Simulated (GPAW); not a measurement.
# How Al2Au absorbs and reflects light

Aim: the dielectric function of Al2Au, and the optical constants that follow from it.

Calculated with GPAW 26.7.0; DFT, PBE, plane-wave PAW (GPAW data sets), scalar-relativistic, RPA, optical limit.

## (1) Starting point

It takes space group Fm-3m (No. 225, cubic). The conventional cell has a = 6.000 Å, b = 6.000 Å, c = 6.000 Å, α = 90.00°, β = 90.00°, γ = 90.00°. Nearest to Au lie 8 Al at 2.60 Å. Nearest to Al lie 4 Au at 2.60 Å. Farther neighbours are not listed.

As a file:

```cif
data_structure
_symmetry_space_group_name_H-M 'Fm-3m'
_symmetry_Int_Tables_number 225
_cell_length_a 6.0000
_cell_length_b 6.0000
_cell_length_c 6.0000
_cell_angle_alpha 90.000
_cell_angle_beta 90.000
_cell_angle_gamma 90.000
_cell_volume 216.00
loop_
_atom_site_label
_atom_site_type_symbol
_atom_site_symmetry_multiplicity
_atom_site_Wyckoff_symbol
_atom_site_fract_x
_atom_site_fract_y
_atom_site_fract_z
_atom_site_occupancy
Au1 Au 4 a 0.00000 0.00000 0.00000 1
Al1 Al 8 c 0.25000 0.25000 0.75000 1
```

## (2) Ground state

The self-consistent density comes first; it also tells whether there is a gap, which decides the occupations and the need for a Drude term.

This step: DFT, PBE, plane-wave PAW (GPAW data sets), scalar-relativistic, ground state (GPAW 26.7.0).

The input, gs.py:

```python
from ase import Atoms
from ase.dft.bandgap import bandgap
from gpaw import GPAW, PW, FermiDirac

atoms = Atoms(['Au', 'Al', 'Al'],
              cell=[[0.000000000000, 3.000000000000, 3.000000000000],
                    [3.000000000000, 0.000000000000, 3.000000000000],
                    [3.000000000000, 3.000000000000, 0.000000000000]],
              scaled_positions=[[0.000000000000, 0.000000000000, 0.000000000000],
                                [0.750000000000, 0.750000000000, 0.750000000000],
                                [0.250000000000, 0.250000000000, 0.250000000000]],
              pbc=[True, True, True])
atoms.calc = GPAW(mode=PW(500), xc='PBE', kpts={'size': (7, 7, 7), 'gamma': True},
                  occupations=FermiDirac(0.05), maxiter=150, txt='gs.txt')
print('energy (eV)', atoms.get_potential_energy())
print('Fermi level (eV)', atoms.calc.get_fermi_level())
print('valence electrons', atoms.calc.get_number_of_electrons())
print('gap (eV)', bandgap(atoms.calc, output=None)[0])
print('direct gap (eV)', bandgap(atoms.calc, direct=True, output=None)[0])
atoms.calc.write('gs.gpw')
```

Run with:

```
OMP_NUM_THREADS=1 python gs.py
```

Numbers of over 12 decimals in the logs are rounded to 6 here.

The program printed:

```text
__  _  _
 | _ |_)|_||  |
 |__||  | ||/\| - 26.7.0

Versions:
  Python: 3.12.14
  ASE:    3.29.0
  Numpy:  2.5.5
  Scipy:  1.18.1
  Libxc:  7.0.0

Input parameters:
  mode=PW(ecut=500.0),
  kpts=MonkhorstPack(size=(7, 7, 7), gamma=True),
  maxiter=150,
  occupations=Occupations(name='fermi-dirac', width=0.05, fixmagmom=False),
  xc=XC(name='PBE')

Diagonalizing LCAO Hamiltonian
Converting LCAO to pw mode

                     Al

            Al

       Au

Atoms  # Å, Bohr magnetons
|   | symbol |        x |        y |        z |    initial magnetic moments |
| 0 |     Au | 0.000000 | 0.000000 | 0.000000 | ( 0.0000,  0.0000,  0.0000) |
| 1 |     Al | 4.500000 | 4.500000 | 4.500000 | ( 0.0000,  0.0000,  0.0000) |
| 2 |     Al | 1.500000 | 1.500000 | 1.500000 | ( 0.0000,  0.0000,  0.0000) |

Unit cell  # Å
| periodic |        x |        y |        z |  lengths |    angles |
|      yes | 0.000000 | 3.000000 | 3.000000 | 4.242641 | 60.000000 |
|      yes | 3.000000 | 0.000000 | 3.000000 | 4.242641 | 60.000000 |
|      yes | 3.000000 | 3.000000 | 0.000000 | 4.242641 | 60.000000 |

Number of symmetries: 48
Symmetry operations  # r_c * U_cc + t_c -> r_c
|    | kind |            matrix            |
|  0 |  σ   |  1, 0, 0,  1, 0,-1,  1,-1, 0 |
|  1 |  C2  |  1, 0, 0,  1,-1, 0,  1, 0,-1 |
|  2 |  E   |  1, 0, 0,  0, 1, 0,  0, 0, 1 |
|  3 |  σ   |  1, 0, 0,  0, 0, 1,  0, 1, 0 |
|  4 |  C4  |  1, 0,-1,  1, 0, 0,  1,-1, 0 |
|  5 |  S6  |  1, 0,-1,  1,-1, 0,  1, 0, 0 |
|  6 |  σ   |  1, 0,-1,  0, 1,-1,  0, 0,-1 |
|  7 |  C3  |  1, 0,-1,  0, 0,-1,  0, 1,-1 |
|  8 |  S6  |  1,-1, 0,  1, 0, 0,  1, 0,-1 |
|  9 |  C4  |  1,-1, 0,  1, 0,-1,  1, 0, 0 |
| 10 |  C3  |  1,-1, 0,  0,-1, 1,  0,-1, 0 |
| 11 |  σ   |  1,-1, 0,  0,-1, 0,  0,-1, 1 |
| 12 |  σ   |  0, 1, 0,  1, 0, 0,  0, 0, 1 |
| 13 |  C4  |  0, 1, 0,  0, 1,-1, -1, 1, 0 |
| 14 |  C3  |  0, 1, 0,  0, 0, 1,  1, 0, 0 |
| 15 |  S6  |  0, 1, 0, -1, 1, 0,  0, 1,-1 |
| 16 |  C2  |  0, 1,-1,  1, 0,-1,  0, 0,-1 |
| 17 |  σ   |  0, 1,-1,  0, 1, 0, -1, 1, 0 |
| 18 |  S4  |  0, 1,-1,  0, 0,-1,  1, 0,-1 |
| 19 |  C4  |  0, 1,-1, -1, 1, 0,  0, 1, 0 |
| 20 |  C3  |  0, 0, 1,  1, 0, 0,  0, 1, 0 |
| 21 |  σ   |  0, 0, 1,  0, 1, 0,  1, 0, 0 |
| 22 |  S6  |  0, 0, 1,  0,-1, 1, -1, 0, 1 |
| 23 |  C4  |  0, 0, 1, -1, 0, 1,  0,-1, 1 |
| 24 |  S4  |  0, 0,-1,  1, 0,-1,  0, 1,-1 |
| 25 |  C3  |  0, 0,-1,  0, 1,-1,  1, 0,-1 |
| 26 |  C2  |  0, 0,-1,  0,-1, 0, -1, 0, 0 |
| 27 |  S6  |  0, 0,-1, -1, 0, 0,  0,-1, 0 |
| 28 |  S4  |  0,-1, 1,  1,-1, 0,  0,-1, 0 |
| 29 |  C4  |  0,-1, 1,  0, 0, 1, -1, 0, 1 |
| 30 |  C2  |  0,-1, 1,  0,-1, 0,  1,-1, 0 |
| 31 |  σ   |  0,-1, 1, -1, 0, 1,  0, 0, 1 |
| 32 |  C3  |  0,-1, 0,  1,-1, 0,  0,-1, 1 |
| 33 |  S6  |  0,-1, 0,  0, 0,-1, -1, 0, 0 |
| 34 |  S4  |  0,-1, 0,  0,-1, 1,  1,-1, 0 |
| 35 |  C2  |  0,-1, 0, -1, 0, 0,  0, 0,-1 |
| 36 |  C2  | -1, 1, 0,  0, 1, 0,  0, 1,-1 |
| 37 |  S6  | -1, 1, 0,  0, 1,-1,  0, 1, 0 |
| 38 |  S4  | -1, 1, 0, -1, 0, 1, -1, 0, 0 |
| 39 |  C3  | -1, 1, 0, -1, 0, 0, -1, 0, 1 |
| 40 |  S6  | -1, 0, 1,  0, 0, 1,  0,-1, 1 |
| 41 |  C2  | -1, 0, 1,  0,-1, 1,  0, 0, 1 |
| 42 |  C3  | -1, 0, 1, -1, 1, 0, -1, 0, 0 |
| 43 |  S4  | -1, 0, 1, -1, 0, 0, -1, 1, 0 |
| 44 |  C2  | -1, 0, 0,  0, 0,-1,  0,-1, 0 |
| 45 |  i   | -1, 0, 0,  0,-1, 0,  0, 0,-1 |
| 46 |  σ   | -1, 0, 0, -1, 1, 0, -1, 0, 1 |
| 47 |  C2  | -1, 0, 0, -1, 0, 1, -1, 1, 0 |

BZ-sampling:
  Number of BZ points: 343
  Number of IBZ points: 20

  Monkhorst-Pack size: [7, 7, 7]
  Monkhorst-Pack shift: [0, 0, 0]

K-points  # in reciprocal-cell coordinates
|     |                                coordinates |     weight |
|   0 | (  0.00000000,   0.00000000,   0.00000000) | 0.00291545 |
|   1 | (  0.14285714,   0.14285714,   0.00000000) | 0.01749271 |
|   2 | (  0.14285714,   0.14285714,   0.14285714) | 0.02332362 |
|   3 | (  0.28571429,   0.14285714,   0.14285714) | 0.03498542 |
|   4 | (  0.28571429,   0.28571429,   0.00000000) | 0.01749271 |
|   5 | (  0.28571429,   0.28571429,   0.14285714) | 0.06997085 |
|   6 | (  0.28571429,   0.28571429,   0.28571429) | 0.02332362 |
|   7 | (  0.42857143,  -0.28571429,  -0.28571429) | 0.03498542 |
|   8 | (  0.42857143,   0.28571429,  -0.42857143) | 0.13994169 |
|   9 | (  0.42857143,   0.28571429,  -0.28571429) | 0.06997085 |
| ... |                                            |            |
|  19 | (  0.42857143,   0.42857143,   0.42857143) | 0.02332362 |

Plane wave coefficients: 1383
Cutoff: 500.0 eV

Spin-components: 1 (collinear spins)
Bands:           15
Projectors:      16
Spin-degeneracy: 2
Datatype:        complex128

Parallelization:
  kpt:    1
  domain: 1
  band:   1

Density:
  Valence electrons: 17.0
  Components: 1
  Grid points: [24 24 24]
  Charge: 0.0  # |e|

Potential:
  Grid points: [24 24 24]

species:
  Au:
    name:    Gold
    id:
    Z:       79.0
    valence: 11
    core:    68
    charge:  0.0  # [|e|]
    compensation charges:
      type: gauss
      rc: 0.42  # [Å]
      lmax: 2
    cutoffs:
      filter: 2.33  # [Å]
      core: 2.81  # [Å]
    projectors
    | kind |    occ | energy [eV] | rcut [Å] |
    |   6s |  1.000 |      -5.728 |    1.323 |
    |   6p |  0.000 |      -0.775 |    1.323 |
    |   5d | 10.000 |      -6.891 |    1.323 |
    |    s |        |      21.484 |    1.323 |
    |    p |        |      26.436 |    1.323 |
    |    d |        |      20.321 |    1.323 |

    Using partial waves for Au as LCAO basis

  Al:
    name:    Aluminium
    id:
    Z:       13.0
    valence: 3
    core:    10
    charge:  0.0  # [|e|]
    compensation charges:
      type: gauss
      rc: 0.34  # [Å]
      lmax: 2
    cutoffs:
      filter: 1.91  # [Å]
      core: 2.36  # [Å]
    projectors
    | kind |    occ | energy [eV] | rcut [Å] |
    |   3s |  2.000 |      -7.753 |    1.085 |
    |   3p |  1.000 |      -2.712 |    1.085 |
    |    s |        |      19.459 |    1.085 |
    |    p |        |      24.499 |    1.085 |
    |    d |        |       0.000 |    1.085 |

    Using partial waves for Al as LCAO basis

Reference energy: -529805.117639  # eV

eigensolver:
  PPCG
  Converge bands: occupied
  niter=2

density mixing:
  MSR1-Mixer
  Pratt-step length: 0.05
  Maximum mixing coefficient: 0.75
  Old densities: 10
  SVD Regularization: 0.005
  Good broyden scale: 1.0
  Trust region scale: 1.0
  Backstep threshold: 4.0
  History deletion threshold: 6.0
  Fourier metric: weight=20.0, sigma=0.015

occupation numbers:
  Fermi-Dirac:
    width: 0.0500  # eV

poisson solver:
  ecut: 4000.0  # eV

xc functional:
  name: PBE with 2 nearest neighbor stencil

convergence criteria:
- Maximum [total energy] change in last 3 cyles: 0.0005 eV / valence electron
- Maximum integral of absolute [dens]ity change: 0.0001 electrons / valence electron
- Maximum integral of absolute [eigenst]ate change: 4e-08 eV^2 / valence electron
maximum number of iterations: 150

SCF iterations
|iter     |      energy | eigst |  dens |
|iter:   1||  -13.586732 | +0.40 |       |
|iter:   2||  -13.062864 | -1.65 | -0.78 |
|iter:   3||  -11.949914 | -0.89 | -0.84 |
|iter:   4||  -11.917111 | -2.85 | -1.33 |
|iter:   5||  -11.907838 | -3.22 | -1.64 |
|iter:   6||  -11.907817 | -4.92 | -2.53 |
|iter:   7||  -11.907824c| -5.34 | -2.94 |
|iter:   8||  -11.907823c| -7.04 | -4.01c|
|iter:   9||  -11.907823c| -7.45c| -4.31c|

Converged in 9 steps
SCF loop duration: 7.224 s (0.803 s/step)
Energy contributions relative to reference atoms: (reference = -529805.117639)

Energy contributions:
  Kinetic:          -9.700922
  Coulomb:           9.664269
  Zero:              0.273730
  External:          0.000000
  Xc:              -12.140817
  Entropy:          -0.008165
  Spinorbit:         0.000000
  ----------------------------
  Free energy:     -11.911905
  Extrapolated:    -11.907823

dipole moment: (-21.268021, -21.268021, -21.268021)  # |e|*Ang

Fermi level: 7.444
Eigenvalues  # (at kpt = [0.000, 0.000, 0.000])
| band index |      eig [eV] | occ [0-2] |
|          0 |        -3.097 |     2.000 |
|          1 |         0.848 |     2.000 |
|          2 |         0.848 |     2.000 |
|          3 |         0.848 |     2.000 |
|          4 |         1.777 |     2.000 |
|          5 |         1.777 |     2.000 |
|          6 |         9.777 |     0.000 |
|          7 |        10.399 |     0.000 |
|          8 |        10.399 |     0.000 |
|          9 |        10.399 |     0.000 |
|         10 |        11.354 |     0.000 |
|         11 |        11.354 |     0.000 |
|         12 |        11.354 |     0.000 |
|         13 |        13.277 |     0.000 |
|         14 |        13.277 |     0.000 |

No gap
No difference between direct/indirect transitions

--- standard output ---
energy (eV) -11.907823
Fermi level (eV) 7.443664
valence electrons 17.0
gap (eV) 0.0
direct gap (eV) 0.0
```

Run time: 8.9 s. Hardware: 1 thread of Arm Neoverse V2, shared host; peak memory 0.15 GiB.

Numbers from this step:

```
energy       : -11.91 eV
Fermi energy : 7.444 eV
electrons    : 17
```

There are states at the Fermi level within the smearing, so the occupations stay smeared and the carriers get a Drude term.

## (3) Bands for the response

At the fixed density, many empty bands are solved on the mesh of the response, since the spectrum sums over them.

This step: DFT, PBE, plane-wave PAW (GPAW data sets), scalar-relativistic, bands at fixed density (GPAW 26.7.0).

The input, nscf.py:

```python
from ase.dft.bandgap import bandgap
from gpaw import GPAW, FermiDirac

calc = GPAW('gs.gpw').fixed_density(kpts={'size': (13, 13, 13), 'gamma': True}, nbands=42, convergence={'bands': 36},
                                    occupations=FermiDirac(0.05), txt='nscf.txt')
print('gap (eV)', bandgap(calc, output=None)[0])
print('direct gap (eV)', bandgap(calc, direct=True, output=None)[0])
print('top band over the Fermi level (eV)', min(calc.get_eigenvalues(kpt=k)[35] for k in range(len(calc.get_ibz_k_points()))) - calc.get_fermi_level())
calc.write('full.gpw', mode='all')
```

Run with:

```
OMP_NUM_THREADS=1 python nscf.py
```

The program printed:

```text
Diagonalizing LCAO Hamiltonian
Converting LCAO to pw mode
convergence criteria:
- Maximum integral of absolute [eigenst]ate change: 4e-08 eV^2 / valence electron
maximum number of iterations: 150

SCF iterations
|iter     |      energy | eigst |  dens |
|iter:   1||             | +3.46 |       |
|iter:   2||             | +1.98 |       |
|iter:   3||             | +1.11 |       |
|iter:   4||             | +0.19 |       |
|iter:   5||             | -0.56 |       |
|iter:   6||             | -1.29 |       |
|iter:   7||             | -1.98 |       |
|iter:   8||             | -2.64 |       |
|iter:   9||             | -3.33 |       |
|iter:  10||             | -4.04 |       |
|iter:  11||             | -4.74 |       |
|iter:  12||             | -5.46 |       |
|iter:  13||             | -6.14 |       |
|iter:  14||             | -6.76 |       |
|iter:  15||             | -7.30 |       |
|iter:  16||             | -7.61c|       |
SCF steps: 16
  __  _  _
 | _ |_)|_||  |
 |__||  | ||/\| - 26.7.0

Versions:
  Python: 3.12.14
  ASE:    3.29.0
  Numpy:  2.5.5
  Scipy:  1.18.1
  Libxc:  7.0.0

Input parameters:
  mode=PW(ecut=500.0),
  convergence={'bands': 36},
  gpts=array([24, 24, 24]),
  kpts=MonkhorstPack(size=(13, 13, 13), gamma=True),
  maxiter=150,
  nbands=42,
  occupations=Occupations(name='fermi-dirac', width=0.05, fixmagmom=False),
  parallel={},
  xc=XC(name='PBE')

--- standard output ---
gap (eV) 0.0
direct gap (eV) 0.0
top band over the Fermi level (eV) 28.096749
```

The job ended after 2.1 min (1 thread; peak memory 0.26 GiB).

[end of part 1 of 2]

[Machine, clock and banner lines and Python warnings are left out of the logs.]

[Logs are printed without paths, hosts, clocks, repeated set-up lines and the standing remarks that a program may print on its own settings, such as how far it seeks lower states.]

[Hosts, paths, dates, database ids (printed as entryN), source tags and the programs' standing remarks are cut or masked in the printed files.]
